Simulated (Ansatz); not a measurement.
# Structural relaxation of glassy CaAl2Si2O8 (156 atoms)

How does glassy CaAl2Si2O8 (156 atoms) relax, and what do bonds, charges and levels look like afterwards?

Main program and level: Ansatz 0.2.0; Kohn-Sham DFT, PBE, PAW (set soft_2), plane waves.

**Experiments to compare with.** A Ca0.25Al0.5Si0.5O2 glass plate was measured by high-energy x-ray diffraction at 20 K and the Si-O distance was fitted in the PDF (“Polyhedral units and network connectivity in calcium aluminosilicate glasses from high-energy x-ray diffraction”, 2000, arxiv:cond-mat/0007490): nearest Si–O distance 1.6 Å; number of O about Si 3.85; nearest Al–O distance 1.75 Å; number of O about Al 4; nearest Ca–O distance 2.36 Å (by high-energy XRD, Gaussian fit to PDF); number of O about Ca 5.2 (by high-energy XRD, Gaussian fit to PDF).

This is a report of a sequence of runs, with most program output left out.

### Step 1. The starting structure

The cell holds 156 atoms: 24 Al, 12 Ca, 96 O and 24 Si. Its edges and angles: a = 12.697 Å, b = 12.697 Å, c = 12.697 Å, α = 90.0°, β = 90.0°, γ = 90.0°. 156 atoms (24 Al, 12 Ca, 96 O, 24 Si) placed at random at 2.71 g/cm³, melted at 4500 K for 20 ps at fixed volume with the Morse and Coulomb pair potential with partial charges (Pedone, Malavasi, Menziani, Cormack and Segre, J. Phys. Chem. B 110, 11780 (2006)). Quenched from 4500 K to 300 K at 20 K/ps and fixed volume, held 5 ps. The density is a measured one.

Before any run, some limits are plain. The quench rate of 20 K/ps is orders of magnitude faster than experiment, which tends to freeze in extra defects. The starting topology of bonds comes from the classical model. Only the Γ point is sampled, in a cell whose shortest periodic width is 13 Å.

### Step 2. Single point at the start

A single point comes first, to see the forces before anything moves.

Input file input.yaml:

```yaml
crystal:
  lattice:
    - [12.6974, 0.0, 0.0]
    - [0.0, 12.6974, 0.0]
    - [0.0, 0.0, 12.6974]
  atoms:
    - { symbol: Al, position: [0.56658, 0.30029, 0.33782] }
    - { symbol: Al, position: [0.53277, 0.42314, 0.60613] }
    - { symbol: Al, position: [0.29479, 0.44491, 0.50195] }
    - { symbol: Al, position: [0.64393, 0.75861, 0.45391] }
    - { symbol: Al, position: [0.40032, 0.09481, 0.91213] }
    - { symbol: Al, position: [0.52069, 0.45532, 0.18928] }
    - { symbol: Al, position: [0.94647, 0.02836, 0.01197] }
    - { symbol: Al, position: [0.36113, 0.63412, 0.23166] }
    - { symbol: Al, position: [0.86659, 0.52799, 0.28721] }
    - { symbol: Al, position: [0.51829, 0.54137, 0.42022] }
    - { symbol: Al, position: [0.29847, 0.29778, 0.05561] }
    - { symbol: Al, position: [0.28475, 0.7871, 0.56] }
    - { symbol: Al, position: [0.72964, 0.13894, 0.97939] }
    - { symbol: Al, position: [0.02284, 0.9352, 0.37118] }
    - { symbol: Al, position: [0.76051, 0.89301, 0.01958] }
    - { symbol: Al, position: [0.806, 0.02039, 0.80943] }
    - { symbol: Al, position: [0.26535, 0.42095, 0.77013] }
    - { symbol: Al, position: [0.32884, 0.76506, 0.98311] }
    - { symbol: Al, position: [0.09729, 0.56529, 0.21111] }
    - { symbol: Al, position: [0.80941, 0.84304, 0.26873] }
    - { symbol: Al, position: [0.61629, 0.92101, 0.6709] }
    - { symbol: Al, position: [0.41672, 0.82093, 0.39974] }
    - { symbol: Al, position: [0.5501, 0.80766, 0.87866] }
    - { symbol: Al, position: [0.56637, 0.01407, 0.07736] }
    - { symbol: Ca, position: [0.92488, 0.69572, 0.4396] }
    - { symbol: Ca, position: [0.81994, 0.78392, 0.79286] }
    - { symbol: Ca, position: [0.10298, 0.1555, 0.1587] }
    - { symbol: Ca, position: [0.56986, 0.99663, 0.30865] }
    - { symbol: Ca, position: [0.9412, 0.69953, 0.07852] }
    - { symbol: Ca, position: [0.51721, 0.70167, 0.63833] }
    - { symbol: Ca, position: [0.40441, 0.96756, 0.68078] }
    - { symbol: Ca, position: [0.9605, 0.21374, 0.45514] }
    [... 118 atom lines left out ...]
    - { symbol: Si, position: [0.78144, 0.44347, 0.51202] }
    - { symbol: Si, position: [0.26747, 0.0176, 0.41341] }
    - { symbol: Si, position: [0.10195, 0.26846, 0.90021] }
    - { symbol: Si, position: [0.26148, 0.666, 0.77392] }
    - { symbol: Si, position: [0.5464, 0.54537, 0.84228] }
    - { symbol: Si, position: [0.69668, 0.22843, 0.78303] }
kpoints:
  mp_grid: { grid: [1, 1, 1] }
hamiltonian:
  xc: pbe
scf:
  occupations: { method: fixed }
output:
  forces: true
  stress: true
  populations: true
  dos:
    method: { smearing: { sigma: 0.1 } }
    de: 0.1
    projected: { site_lists: { Al: [Al], Ca: [Ca], O: [O], Si: [Si] } }
  eigenvalues: true
```

Command:

```sh
$ ansatz run input.yaml --threads 4 --pin off --max-ram 8192MiB --backend cpu --events-out ev --progress --plain --runs-dir out
```

Elapsed: 75 s, on 4 threads of Arm Neoverse V1, shared host; peak memory 3.2 GiB; 4.9 min of CPU time.

The run gave:

```yaml
free_energy: -104628.0417 eV
free_energy_per_atom: -670.6926 eV/atom
scf_cycles: 9
pressure: 4.486 GPa
r_m_s_force_component: 1.256 eV/Å
longest_force: 5.076 eV/Å
fermi_energy: 4.389 eV
spacing_of_highest_filled_and_lowest_empty_level: 3.441 eV
spilling_of_the_projection: 0.01217
```

The r.m.s. force component of 1.3 eV/Å and the pressure of 4.5 GPa set the starting point.

Neighbours are counted within 2.33 Å (O-Al), 2.12 Å (O-Si), 3.12 Å (O-Ca).

Length of the force by element and coordination:

```tsv
element	coordination	atoms	mean length of the force (eV/Å)	spread	least	most
Al	all	24	1.87	0.980	0.487	3.73
Ca	all	12	0.747	0.418	0.238	1.83
Ca	5	5	0.866	0.516	0.357	1.83
Ca	6	3	0.433	0.143	0.238	0.577
Ca	7	4	0.832	0.275	0.464	1.20
O	all	96	1.88	1.02	0.364	5.08
O	2	35	1.83	1.17	0.364	5.08
O	3	51	1.97	0.905	0.369	4.08
O	4	10	1.61	0.994	0.534	3.83
Si	all	24	2.55	1.05	0.807	4.87
```

### Step 3. Relaxation

The atoms are relaxed in the fixed cell, aiming at the force tolerance of the input.

input.yaml, the sections that differ from step 2:

```yaml
output:
  forces: true
relax:
  f_tol: 0.05
  max_steps: 200
# crystal, kpoints, hamiltonian, scf: as in step 2
```

The job ended after 21 min (4 threads; peak memory 2.9 GiB; 67 min of CPU time).

Step by step (22 of 31):

```tsv
step	energy less that of the first step (eV)	largest force component (eV/Å)
1	0.0000	4.4915
2	-6.8609	2.5565
4	-11.6723	0.6126
5	-12.2610	0.3450
7	-12.5319	0.4212
8	-12.4926	1.1152
10	-12.7065	0.0838
11	-12.7101	0.1499
12	-12.6799	0.2283
14	-12.7280	0.1110
15	-12.7621	0.2465
17	-12.7905	0.5202
18	-12.8986	0.1765
20	-12.9156	0.1739
21	-12.9509	0.2265
22	-12.9705	0.3300
24	-13.0307	1.3721
25	-13.1604	0.0936
27	-13.1708	0.0705
28	-13.1676	0.1161
30	-13.1729	0.0305
31	-13.1729	0.0305
```

Relaxation steps 8, 12, 17, 24, 26, 28 were tried and not accepted.

The atoms that moved most (Å):

```tsv
atom	dx	dy	dz	length
O84	0.560	-0.389	-0.684	0.966
O88	0.706	0.393	0.309	0.865
O90	0.291	-0.564	-0.449	0.778
O51	-0.018	-0.628	-0.105	0.637
O110	0.290	0.070	0.485	0.569
Al12	-0.516	-0.232	0.045	0.568
Ca27	0.345	-0.228	0.313	0.519
O67	0.432	-0.244	0.053	0.499
```

The relaxation changed the energy by -84.4 meV/atom, and atoms moved by 0.28 Å r.m.s., 0.97 Å at most.

### Step 4. Local order after relaxation

Bonds before and after, by the cutoffs listed below:

```tsv
pair	bonds before	bonds after	mean before (Å)	mean after (Å)	spread before (Å)	spread after (Å)
O-Al	96	99	1.773	1.803	0.080	0.061
O-Si	96	97	1.621	1.649	0.060	0.045
O-Ca	67	68	2.513	2.468	0.183	0.166
```

Density 2.71 g/cm³, 13.12 Å³ an atom.

Pair distribution functions g(r), in bins of 0.2 Å:

```tsv
r (Å)	total	O-O	O-Al	O-Si	O-Ca	Al-Al	Al-Si
1.50	0.14	0.00	0.00	0.71	0.00	0.00	0.00
1.70	3.43	0.00	6.50	11.60	0.00	0.00	0.00
1.90	0.86	0.00	4.22	0.31	0.00	0.00	0.00
2.10	0.07	0.00	0.09	0.00	0.60	0.00	0.00
2.30	0.30	0.10	0.00	0.00	2.75	0.00	0.00
2.50	0.68	0.90	0.12	0.00	3.29	0.00	0.00
2.70	1.53	3.57	0.19	0.00	1.17	0.00	0.80
2.90	0.98	1.98	0.13	0.17	0.34	1.38	1.32
3.10	1.14	1.46	0.40	0.33	0.44	3.85	3.26
3.30	1.01	0.84	0.80	0.62	0.66	2.82	2.63
3.50	1.01	0.67	1.27	1.50	0.46	0.95	0.46
3.70	0.90	0.61	1.12	1.34	0.73	0.83	0.32
3.90	0.98	0.55	1.34	1.43	1.11	0.54	0.73
4.10	0.98	0.42	1.21	1.92	0.88	0.51	1.01
4.30	1.19	0.71	1.93	1.66	1.26	0.90	1.00
4.50	1.10	1.09	1.39	0.93	1.29	1.12	0.77
4.70	0.93	1.15	0.87	0.69	1.15	0.90	0.45
4.90	1.02	1.39	0.78	0.55	1.29	0.82	0.88
5.10	0.97	1.20	0.69	0.71	1.20	1.09	1.03
5.30	1.02	1.43	0.49	0.84	0.78	1.41	0.96
5.50	0.98	1.07	0.93	0.80	0.80	1.02	1.31
5.70	0.96	1.00	0.80	1.05	0.82	0.61	1.00
5.90	0.96	0.79	1.02	1.06	0.87	1.46	1.47
6.10	1.00	0.92	1.03	1.11	0.91	0.91	0.98
```

Bonds by pair of elements; cutoffs follow the first minimum of g(r), held within bounds set by covalent radii, and pairs that aren't listed don't count as bonded:

```tsv
pair A-B	cutoff (Å)	bonds	mean length (Å)	spread (Å)	shortest (Å)	B about A	A about B
O-Al	2.23	99	1.80	0.061	1.71	1.03	4.12
O-Si	2.16	97	1.65	0.045	1.59	1.01	4.04
O-Ca	2.93	68	2.47	0.166	2.15	0.708	5.67
```

How many atoms have how many bonded neighbours:

```tsv
element	mean	2	3	4	5	6	7
Al	4.12	0	0	21	3	0	0
Ca	5.67	0	0	1	4	5	2
O	2.75	30	60	6	0	0	0
Si	4.04	0	0	23	1	0	0
```

Bond angles, per cent of each kind in bins of 5°:

```tsv
angle (°)	O-Ca-O	O-Al-O	O-Si-O	Al-O-Ca	Al-O-Si
55–60	2.5	0.0	0.0	0.0	0.0
60–65	8.6	0.0	0.0	0.0	0.0
65–70	6.1	0.0	0.0	0.0	0.0
70–75	6.1	1.3	0.0	0.0	0.0
75–80	3.7	1.9	0.7	0.0	0.0
80–85	8.0	0.6	0.0	0.0	0.0
85–90	9.2	2.6	0.0	11.5	5.2
90–95	4.9	5.1	4.0	8.2	1.7
95–100	4.3	10.9	2.0	27.9	0.0
100–105	5.5	17.3	17.6	16.4	3.5
105–110	1.2	19.9	33.1	6.6	5.2
110–115	6.8	14.7	25.7	9.8	3.5
115–120	1.2	9.6	10.8	3.3	6.9
120–125	6.8	8.3	3.4	1.6	12.1
125–130	5.5	1.3	2.0	3.3	8.6
130–135	2.5	1.9	0.0	4.9	8.6
135–140	5.5	1.3	0.0	0.0	13.8
140–145	1.8	1.3	0.0	4.9	8.6
145–150	3.1	0.6	0.0	0.0	8.6
150–155	3.7	0.6	0.0	0.0	1.7
155–160	0.6	0.0	0.0	0.0	6.9
160–165	2.5	0.6	0.0	0.0	5.2
165–170	0.0	0.0	0.0	1.6	0.0
170–175	0.0	0.0	0.7	0.0	0.0
```

Bond angles (no mean is given where the spread exceeds 20°):

```tsv
angle	count	mean (°)	spread (°)
O-Ca-O	163	-	-
O-Al-O	156	109	13.8
O-Si-O	148	109	8.8
Al-O-Ca	61	106	16.5
Al-O-Si	58	130	18.9
```

Oxygen atoms by the number of network formers (Si, P, Ge, B, Al, As, Ga) bound to them:

```tsv
network formers bound to O	O atoms	per cent
0	0	0
1	10	10.4
2	72	75
3	14	14.6
```

Network units: each former by its oxygen neighbours and how many of them bridge to another former:

```tsv
former	O neighbours	bridging O	atoms
Si	4	2	2
Si	4	3	4
Si	4	4	17
Si	5	5	1
Al	4	3	2
Al	4	4	19
Al	5	5	3
```

Bond length by coordination (bonds to H left out):

```tsv
element	coordination	atoms	mean bond length (Å)
Al	4	21	1.79
Al	5	3	1.88
Ca	4	1	2.32
Ca	5	4	2.38
Ca	6	5	2.52
Ca	7	2	2.52
O	2	30	1.67
O	3	60	1.97
O	4	6	2.17
Si	4	23	1.64
Si	5	1	1.75
```

Rings of the network by King's shortest-path rule, up to 12 atoms, one path for each pair of neighbours; H, halogens, alkali and alkaline-earth atoms are left out, and the last column divides by all other atoms, bonded or not:

```tsv
ring size (atoms)	rings	per network atom
4	4	0.028
6	10	0.069
8	22	0.153
10	32	0.222
12	23	0.16
```

First main peaks of g(r), for some of the pairs, lie near 2.7 Å (O-O), 1.8 Å (O-Al), 1.6 Å (O-Si), 2.4 Å (O-Ca), 3.1 Å (Al-Al) and 3.1 Å (Al-Si). With the cutoffs above, 88 % of Al atoms have 4, 42 % of Ca atoms have 6, 62 % of O atoms have 3 and 96 % of Si atoms have 4 bonded neighbours. 75 % of the oxygens bridge two formers (Si and Al) and 10 % are non-bridging; 15 % join three. The commonest Si unit has 4 oxygens, 4 of them shared with other formers (17 of 24 atoms). Rings of 10 atoms are the most common (35 % of those counted); sizes run from 4 to 12, where the search stops.

### Step 5. Single point at the relaxed geometry

The electronic structure is read at the final geometry, in a run of its own.

Input file input.yaml:

```yaml
crystal:
  lattice:
    - [12.6974, 0.0, 0.0]
    - [0.0, 12.6974, 0.0]
    - [0.0, 0.0, 12.6974]
  atoms:
    - { symbol: Al, position: [0.57973, 0.2855, 0.34142] }
    - { symbol: Al, position: [0.52559, 0.42856, 0.61263] }
    - { symbol: Al, position: [0.29971, 0.43601, 0.49997] }
    - { symbol: Al, position: [0.64323, 0.76557, 0.44626] }
    - { symbol: Al, position: [0.39118, 0.10094, 0.90862] }
    - { symbol: Al, position: [0.51104, 0.46683, 0.2021] }
    - { symbol: Al, position: [0.95543, 0.05239, 0.00669] }
    - { symbol: Al, position: [0.36413, 0.64075, 0.22878] }
    - { symbol: Al, position: [0.85229, 0.52494, 0.29097] }
    - { symbol: Al, position: [0.52884, 0.53072, 0.41533] }
    - { symbol: Al, position: [0.29009, 0.30025, 0.0525] }
    - { symbol: Al, position: [0.24408, 0.76883, 0.56358] }
    - { symbol: Al, position: [0.73239, 0.15664, 0.99698] }
    - { symbol: Al, position: [0.03614, 0.93138, 0.39025] }
    - { symbol: Al, position: [0.76496, 0.90504, 0.02196] }
    - { symbol: Al, position: [0.80704, 0.0235, 0.81155] }
    - { symbol: Al, position: [0.27163, 0.41361, 0.76318] }
    - { symbol: Al, position: [0.32721, 0.76951, 0.97105] }
    - { symbol: Al, position: [0.0869, 0.55748, 0.21088] }
    - { symbol: Al, position: [0.82945, 0.85082, 0.27304] }
    - { symbol: Al, position: [0.61234, 0.92304, 0.66448] }
    - { symbol: Al, position: [0.41464, 0.82878, 0.40799] }
    - { symbol: Al, position: [0.56284, 0.80577, 0.87369] }
    - { symbol: Al, position: [0.5594, 0.0238, 0.05921] }
    - { symbol: Ca, position: [0.93501, 0.69357, 0.44812] }
    - { symbol: Ca, position: [0.81046, 0.76915, 0.78003] }
    - { symbol: Ca, position: [0.13014, 0.13755, 0.18336] }
    - { symbol: Ca, position: [0.5503, 0.99705, 0.2953] }
    - { symbol: Ca, position: [0.91891, 0.69177, 0.07326] }
    - { symbol: Ca, position: [0.49182, 0.70191, 0.64415] }
    - { symbol: Ca, position: [0.36932, 0.96738, 0.67088] }
    - { symbol: Ca, position: [0.96286, 0.21947, 0.44704] }
    [... 118 atom lines left out ...]
    - { symbol: Si, position: [0.77163, 0.44724, 0.52002] }
    - { symbol: Si, position: [0.27933, 0.02266, 0.40841] }
    - { symbol: Si, position: [0.10238, 0.26964, 0.89704] }
    - { symbol: Si, position: [0.24996, 0.66653, 0.77439] }
    - { symbol: Si, position: [0.54384, 0.55181, 0.83914] }
    - { symbol: Si, position: [0.69918, 0.23453, 0.78597] }
kpoints:
  mp_grid: { grid: [1, 1, 1] }
hamiltonian:
  xc: pbe
scf:
  occupations: { method: fixed }
output:
  forces: true
  stress: true
  populations: true
  dos:
    method: { smearing: { sigma: 0.1 } }
    de: 0.1
    projected: { site_lists: { Al: [Al], Ca: [Ca], O: [O], Si: [Si] } }
  eigenvalues: true
  write_density: true
  write_potential: true
  volumetric_format: npy
  elf: true
```

The job ended after 87 s (4 threads; peak memory 3.2 GiB; 5.2 min of CPU time).

Read from the output:

```yaml
free_energy: -104641.2146 eV
free_energy_per_atom: -670.7770 eV/atom
scf_cycles: 9
pressure: -0.7423 GPa
r_m_s_force_component: 0.00599 eV/Å
longest_force: 0.03459 eV/Å
fermi_energy: 4.158 eV
spacing_of_highest_filled_and_lowest_empty_level: 3.85 eV
spilling_of_the_projection: 0.01207
```

Löwdin charges by element and coordination (they lack the spilled electrons, 0.067 e an atom on average):

```tsv
element	coordination	atoms	mean charge (e)	spread	least	most
Al	all	24	1.31	0.0458	1.15	1.37
Al	4	21	1.30	0.0452	1.15	1.36
Al	5	3	1.35	0.0199	1.32	1.37
Ca	all	12	1.80	0.0146	1.78	1.83
Ca	4	1	1.82	0	1.82	1.82
Ca	5	4	1.80	0.0102	1.79	1.81
Ca	6	5	1.80	0.0141	1.79	1.83
Ca	7	2	1.80	0.0187	1.78	1.82
O	all	96	-0.867	0.0769	-1.11	-0.744
O	2	30	-0.814	0.031	-0.885	-0.763
O	3	60	-0.885	0.0803	-1.11	-0.744
O	4	6	-0.951	0.0298	-0.977	-0.890
Si	all	24	1.70	0.0362	1.59	1.76
Si	4	23	1.70	0.037	1.59	1.76
Si	5	1	1.70	0	1.70	1.70
```

Density of states as counts of states in windows of 1 eV (from the Fermi level), total and the larger projections:

```tsv
from (eV)	to (eV)	total	O p
-14	-10	0.0	0.0
-10	-9	2.0	1.3
-9	-8	14.8	9.9
-8	-7	16.7	11.5
-7	-6	31.6	23.2
-6	-5	50.9	38.9
-5	-4	64.1	50.9
-4	-3	91.0	77.2
-3	-2	108.0	98.3
-2	-1	124.8	117.7
-1	0	70.8	67.9
0	1	1.4	1.3
1	3	0.0	0.0
3	4	2.0	0.0
4	5	2.3	0.2
```

With fixed occupations the program's Fermi level is the highest filled level; weight inside the gap is the broadening of levels at its edges.

Between -26 and -14 eV lie 264 more states.

(Part 1 of 2 ends here.)

[Logs are printed without paths, hosts, clocks, repeated set-up lines and the standing remarks that a program may print on its own settings, such as how far it seeks lower states.]

[Hosts, paths, dates, database ids (printed as entryN), source tags and the programs' standing remarks are cut or masked in the printed files.]
